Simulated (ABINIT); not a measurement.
# BaLiF3 (Pm-3m): G0W0 in ABINIT against the bands in the self-energy

Wanted: the cheapest bands in the self-energy that holds the gap of BaLiF3 (Pm-3m).

Method: LDA and many-body steps on it, plane waves, in ABINIT 10.8.3.

### Step 1. The starting structure

The structure is cubic, space group Pm-3m (No. 221). Conventional cell: a = 3.989 Å, b = 3.989 Å, c = 3.989 Å, α = 90.00°, β = 90.00°, γ = 90.00°. Nearest to Ba lie 12 F at 2.82 Å. Nearest to Li lie 6 F at 1.99 Å. Nearest to F lie 2 Li at 1.99 Å and 4 Ba at 2.82 Å. Farther neighbours and most contacts between anions are not listed.

As a file:

```cif
data_structure
_symmetry_space_group_name_H-M 'P 1'
_symmetry_Int_Tables_number 1
_cell_length_a 3.9886
_cell_length_b 3.9886
_cell_length_c 3.9886
_cell_angle_alpha 90.000
_cell_angle_beta 90.000
_cell_angle_gamma 90.000
_cell_volume 63.45
loop_
_atom_site_label
_atom_site_type_symbol
_atom_site_fract_x
_atom_site_fract_y
_atom_site_fract_z
_atom_site_occupancy
Ba1 Ba 0.00000 0.00000 0.00000 1
Li2 Li 0.50000 0.50000 0.50000 1
F3 F 0.00000 0.50000 0.50000 1
F4 F 0.50000 0.50000 0.00000 1
F5 F 0.50000 0.00000 0.50000 1
```

The cell and positions are those that the Materials Project relaxed with its own functionals (PBE, PBE+U or r2SCAN), kept fixed. Spin-orbit coupling is left out unless a step names it.

### Step 2. Screening, 2×2×2 mesh, 120 bands, screening to 176.9 eV

This step: ABINIT 10.8.3; RPA screening on LDA, plane waves, norm-conserving pseudopotentials.

The RPA dielectric matrix is built and inverted for each q.

The input, run.abi:

```
acell 3*1.0 Angstrom
rprim 
  3.988581640000 0.000000000000 0.000000000000
  0.000000000000 3.988581640000 0.000000000000
  0.000000000000 0.000000000000 3.988581640000
ntypat 3
znucl 56 3 9
natom 5
typat 1 2 3 3 3
xred 
  0.000000000000 0.000000000000 0.000000000000
  0.500000000000 0.500000000000 0.500000000000
  0.000000000000 0.500000000000 0.500000000000
  0.500000000000 0.500000000000 0.000000000000
  0.500000000000 0.000000000000 0.500000000000
pp_dirpath "pseudos"
pseudos "Ba.upf, Li.upf, F.upf"
ecut 36
ngkpt 2 2 2
nshiftk 1
shiftk 0 0 0
kptopt 1
chksymbreak 0
istwfk *1
occopt 1
irdwfk 1
optdriver 3
nband 120
ecuteps 6.5
inclvkb 2
awtr 1
symchi 1
indata_prefix "in"
outdata_prefix "out"
tmpdata_prefix "tmp"
```

Run with:

```console
$ OMP_NUM_THREADS=1 mpirun -n 4 abinit run.abi > log
```

What it wrote:

```text
.Version 10.8.3 of ABINIT. v10.8.2 released Aug 2026.

 Symmetries : space group Pm -3 m (#221); Bravais cP (primitive cubic)
[... echo of the input left out ...]
== DATASET  1 ==================================================================
-   mpi_nproc: 4, omp_nthreads: 1 (-1 if OMP is not activated)

--- !DatasetInfo
iteration_state: {dtset: 1, }
dimensions: {natom: 5, nkpt: 4, mband: 120, nsppol: 1, nspinor: 1, nspden: 1, mpw: 4468, }
cutoff_energies: {ecut:  36.0, pawecutdg:  -1.0, }
electrons: {nelect:   3.40000000E+01, charge:   0.00000000E+00, occopt:   1.00000000E+00, tsmear:   1.00000000E-02, }

 SCREENING: Calculation of the susceptibility and dielectric matrices

 Based on a program developped by R.W. Godby, V. Olevano, G. Onida, and L. Reining.
 Incorporated in ABINIT by V. Olevano, G.-M. Rignanese, and M. Torrent.
.Using double precision arithmetic ; gwpc =  8

[... cell and pseudopotentials left out ...]
--------------------------------------------------------------------------------

 ==== K-mesh for the wavefunctions ====
 Number of points in the irreducible wedge :     4
[... list of points left out ...]
 Together with 48 symmetry operations and time-reversal symmetry
 yields     8 points in the full Brillouin Zone.

 ==== Q-mesh for the screening function ====
 Number of points in the irreducible wedge :     4
[... list of points left out ...]
 Together with 48 symmetry operations and time-reversal symmetry
 yields     8 points in the full Brillouin Zone.

 setmesh: FFT mesh size selected  =    30x   30x   30
          total number of points  =        27000

 vcoul_init : cutoff-mode = AUXILIARY_FUNCTION
 q-points for optical limit:   1
     1)      0.000010    0.000020    0.000030

- screening: taking advantage of time-reversal symmetry
- Maximum band index for partially occupied states nbvw = 17
- Remaining bands to be divided among processors   nbcw = 103
- Number of bands treated by each node ~25

 Number of electrons calculated from density =   34.0000; Expected =   34.0000
 average of density, n =  0.079401
 r_s =    1.4433
 omega_plasma =   27.1812 [eV]

 calculating chi0 at frequencies [eV] :
  1    0.000000E+00    0.000000E+00
  2    0.000000E+00    2.718123E+01

--------------------------------------------------------------------------------
  q-point number  1        q = ( 0.000000, 0.000000, 0.000000) [r.l.u.]
--------------------------------------------------------------------------------
[... chi0 elements left out ...]
 For q-point:  0.000010 0.000020 0.000030
  dielectric constant =   2.6926
  dielectric constant without local fields =   2.9264

  Average fulfillment of the sum rule on Im[epsilon] for q-point    1 :     62.79  [%]
[... wings left out ...]
  q-point number  2        q = ( 0.500000, 0.000000, 0.000000) [r.l.u.]
--------------------------------------------------------------------------------
[... chi0 elements left out ...]
  Average fulfillment of the sum rule on Im[epsilon] for q-point    2 :     69.76  [%]

 [... 2 further q-points ...]
```

The job ended after 13 s (4 MPI ranks of Arm Neoverse V1, shared host; peak memory 0.74 GiB).

Numbers from this step:

```yaml
eps_infinity_with_local_fields_on_this_mesh_along_the_program_s_q_direction: 2.693
the_same_without_local_fields: 2.926
plasma_frequency: 27.18 eV
plane_waves_in_the_screening_matrix: 341
```

Local fields lower ε∞ by 8 %. On a Γ-centred mesh this coarse the value itself is usually too large, while a short band sum pulls it down.

### Step 3. 25 bands

This step: G0W0 on LDA, plane waves, norm-conserving pseudopotentials.

run.abi: that of step 2 with these lines changed.

```diff
@@ -26,8 +26,15 @@
 irdwfk 1
-optdriver 3
-nband 120
+optdriver 4
+nband 25
+gwcalctyp 0
+ecutsigx 36
+symsigma 1
+nkptgw 1
+kptgw 
+  0.0000000000 0.0000000000 0.0000000000
+bdgw 
+  15 19
 ecuteps 6.5
-inclvkb 2
-awtr 1
-symchi 1
+irdscr 1
+ppmodel 1
 indata_prefix "in"
```

What it wrote:

```text
.Version 10.8.3 of ABINIT. v10.8.2 released Aug 2026.

 Symmetries : space group Pm -3 m (#221); Bravais cP (primitive cubic)
[... echo of the input left out ...]
== DATASET  1 ==================================================================
-   mpi_nproc: 4, omp_nthreads: 1 (-1 if OMP is not activated)

--- !DatasetInfo
iteration_state: {dtset: 1, }
dimensions: {natom: 5, nkpt: 4, mband: 25, nsppol: 1, nspinor: 1, nspden: 1, mpw: 4468, }
cutoff_energies: {ecut:  36.0, pawecutdg:  -1.0, }
electrons: {nelect:   3.40000000E+01, charge:   0.00000000E+00, occopt:   1.00000000E+00, tsmear:   1.00000000E-02, }

 SIGMA: Calculation of the GW corrections

 Based on a program developped by R.W. Godby, V. Olevano, G. Onida, and L. Reining.
 Incorporated in ABINIT by V. Olevano, G.-M. Rignanese, and M. Torrent.
.Using double precision arithmetic ; gwpc =  8

[... cell and pseudopotentials left out ...]
--------------------------------------------------------------------------------

 ==== K-mesh for the wavefunctions ====
 Number of points in the irreducible wedge :     4
[... list of points left out ...]
 Together with 48 symmetry operations and time-reversal symmetry
 yields     8 points in the full Brillouin Zone.

 ==== Q-mesh for screening function ====
 Number of points in the irreducible wedge :     4
[... list of points left out ...]
 Together with 48 symmetry operations and time-reversal symmetry
 yields     8 points in the full Brillouin Zone.

 vcoul_init : cutoff-mode = AUXILIARY_FUNCTION
 q-points for optical limit:   1
     1)      0.000010    0.000020    0.000030
 setmesh: FFT mesh size selected  =    45x   45x   45
          total number of points  =        91125

 Number of electrons calculated from density =   34.0000; Expected =   34.0000
 average of density, n =  0.079401
 r_s =    1.4433
 omega_plasma =   27.1812 [eV]

 === KS Band Gaps ===
  >>>> For spin  1
   Minimum direct gap =   6.5504 [eV], located at k-point      :   0.0000  0.0000  0.0000
   Fundamental gap    =   6.5504 [eV], Top of valence bands at :   0.0000  0.0000  0.0000
                                       Bottom of conduction at :   0.0000  0.0000  0.0000
 SIGMA fundamental parameters:
 PLASMON POLE MODEL  1
 number of plane-waves for SigmaX                 4385
 number of plane-waves for SigmaC and W            341
 number of plane-waves for wavefunctions          4385
 number of bands                                    25
 number of independent spin polarizations            1
 number of spinorial components                      1
 number of k-points in IBZ                           4
 number of q-points in IBZ                           4
 number of symmetry operations                      48
 number of k-points in BZ                            8
 number of q-points in BZ                            8
 number of frequencies for dSigma/dE                 9
 frequency step for dSigma/dE [eV]                0.25
 number of omega for Sigma on real axis              0
 max omega for Sigma on real axis  [eV]           0.00
 zcut for avoiding poles [eV]                     0.10

 EPSILON^-1 parameters (SCR file):
 dimension of the eps^-1 matrix on file            341
 dimension of the eps^-1 matrix used               341
 number of plane-waves for wavefunctions          4385
 number of bands                                   120
 number of q-points in IBZ                           4
 number of frequencies                               2
 number of real frequencies                          1
 number of imag frequencies                          1

 matrix elements of self-energy operator (all in [eV])

 Perturbative Calculation

--- !SelfEnergy_ee
iteration_state: {dtset: 1, }
kpoint     : [   0.000,    0.000,    0.000, ]
spin       : 1
KS_gap     :    6.550
QP_gap     :   10.221
Delta_QP_KS:    3.671
data: !SigmaeeData |
     Band     E0 <VxcDFT>   SigX SigC(E0)      Z dSigC/dE  Sig(E)    E-E0       E
       15   1.789 -22.500 -29.824   6.355   0.813  -0.230 -23.287  -0.788   1.002
       16   1.789 -22.500 -29.824   6.355   0.813  -0.230 -23.287  -0.788   1.002
       17   1.789 -22.500 -29.824   6.355   0.813  -0.230 -23.287  -0.788   1.002
       18   8.340 -10.222  -4.967  -2.041   0.897  -0.115  -7.339   2.883  11.223
       19   8.340 -10.222  -4.967  -2.041   0.897  -0.115  -7.339   2.883  11.223

== END DATASET(S) ==============================================================
================================================================================

 -outvars: echo values of variables after computation  --------
           etotal      0.0000000000E+00
            nband          25
             nkpt           4
          spgroup         221
 [... the other variables as echoed above ...]

 Calculation completed.
```

Run time: 4 s. Hardware: 4 MPI ranks; peak memory 0.68 GiB.

This step gave:

| Quantity | Value |
| --- | --- |
| G0W0 gap on the points computed | 10.22 eV |
| starting gap on the mesh | 6.550 eV |
| k of the valence top | 0, 0, 0 |
| k of the conduction bottom | 0, 0, 0 |
| Z at the valence top | 0.813 |
| Z at the conduction bottom | 0.897 |
| least direct G0W0 gap on the computed points | 10.22 eV |

### Step 4. 26 bands

run.abi: that of step 3 with these lines changed.

```diff
@@ -27,3 +27,3 @@
 optdriver 4
-nband 25
+nband 26
 gwcalctyp 0
```

What it wrote:

```text
.Version 10.8.3 of ABINIT. v10.8.2 released Aug 2026.

 Symmetries : space group Pm -3 m (#221); Bravais cP (primitive cubic)
[... echo of the input left out ...]
== DATASET  1 ==================================================================
-   mpi_nproc: 4, omp_nthreads: 1 (-1 if OMP is not activated)

--- !DatasetInfo
iteration_state: {dtset: 1, }
dimensions: {natom: 5, nkpt: 4, mband: 26, nsppol: 1, nspinor: 1, nspden: 1, mpw: 4468, }
cutoff_energies: {ecut:  36.0, pawecutdg:  -1.0, }
electrons: {nelect:   3.40000000E+01, charge:   0.00000000E+00, occopt:   1.00000000E+00, tsmear:   1.00000000E-02, }

 SIGMA: Calculation of the GW corrections

 Based on a program developped by R.W. Godby, V. Olevano, G. Onida, and L. Reining.
 Incorporated in ABINIT by V. Olevano, G.-M. Rignanese, and M. Torrent.
.Using double precision arithmetic ; gwpc =  8

[... cell and pseudopotentials left out ...]
--------------------------------------------------------------------------------

 ==== K-mesh for the wavefunctions ====
 Number of points in the irreducible wedge :     4
[... list of points left out ...]
 Together with 48 symmetry operations and time-reversal symmetry
 yields     8 points in the full Brillouin Zone.

 ==== Q-mesh for screening function ====
 Number of points in the irreducible wedge :     4
[... list of points left out ...]
 Together with 48 symmetry operations and time-reversal symmetry
 yields     8 points in the full Brillouin Zone.

 vcoul_init : cutoff-mode = AUXILIARY_FUNCTION
 q-points for optical limit:   1
     1)      0.000010    0.000020    0.000030
 setmesh: FFT mesh size selected  =    45x   45x   45
          total number of points  =        91125

 Number of electrons calculated from density =   34.0000; Expected =   34.0000
[...]
number of q-points in IBZ                           4
 number of symmetry operations                      48
 number of k-points in BZ                            8
 number of q-points in BZ                            8
 number of frequencies for dSigma/dE                 9
 frequency step for dSigma/dE [eV]                0.25
 number of omega for Sigma on real axis              0
 max omega for Sigma on real axis  [eV]           0.00
 zcut for avoiding poles [eV]                     0.10

 EPSILON^-1 parameters (SCR file):
 dimension of the eps^-1 matrix on file            341
 dimension of the eps^-1 matrix used               341
 number of plane-waves for wavefunctions          4385
 number of bands                                   120
 number of q-points in IBZ                           4
 number of frequencies                               2
 number of real frequencies                          1
 number of imag frequencies                          1

 matrix elements of self-energy operator (all in [eV])

 Perturbative Calculation

--- !SelfEnergy_ee
iteration_state: {dtset: 1, }
kpoint     : [   0.000,    0.000,    0.000, ]
spin       : 1
KS_gap     :    6.550
QP_gap     :   10.212
Delta_QP_KS:    3.661
data: !SigmaeeData |
     Band     E0 <VxcDFT>   SigX SigC(E0)      Z dSigC/dE  Sig(E)    E-E0       E
       15   1.789 -22.500 -29.824   6.314   0.812  -0.231 -23.320  -0.820   0.969
       16   1.789 -22.500 -29.824   6.314   0.812  -0.231 -23.320  -0.820   0.969
       17   1.789 -22.500 -29.824   6.314   0.812  -0.231 -23.320  -0.820   0.969
       18   8.340 -10.222  -4.967  -2.086   0.896  -0.116  -7.381   2.841  11.181
       19   8.340 -10.222  -4.967  -2.086   0.896  -0.116  -7.381   2.841  11.181

== END DATASET(S) ==============================================================
================================================================================

 -outvars: echo values of variables after computation  --------
           etotal      0.0000000000E+00
            nband          26
             nkpt           4
          spgroup         221
 [... the other variables as echoed above ...]

 Calculation completed.
```

Run time: 4 s. Hardware: 4 MPI ranks; peak memory 0.68 GiB.

This step gave:

- G0W0 gap on the points computed: 10.21 eV
- starting gap on the mesh: 6.550 eV
- k of the valence top: 0, 0, 0
- k of the conduction bottom: 0, 0, 0
- Z at the valence top: 0.812
- Z at the conduction bottom: 0.896
- least direct G0W0 gap on the computed points: 10.21 eV

(Part 1 of 2 ends here.)

[Paths, hosts, dates, memory and timing lines, banners, echoed tables and standing remarks are left out of the program output.]

[Logs are printed without paths, hosts, clocks, repeated set-up lines and the standing remarks that a program may print on its own settings, such as how far it seeks lower states.]

[Runs of the session that timed out or met a known fault of the program may be left out.]

[No measured gap is set beside runs whose start may be inverted or whose files or cutoffs have a known fault.]

[Hosts, paths, dates, database ids (printed as entryN), source tags and the programs' standing remarks are cut or masked in the printed files.]

[G0W0 gaps are taken among the corrected bands and points alone; a level outside them can change the order at an edge.]

[Where Ansatz stands beside ABINIT at settings called matched, ABINIT's density can come from a denser mesh and the files from another edition; pairs whose starting gaps differed by over 0.03 eV were left out, so agreement reads better than it is.]
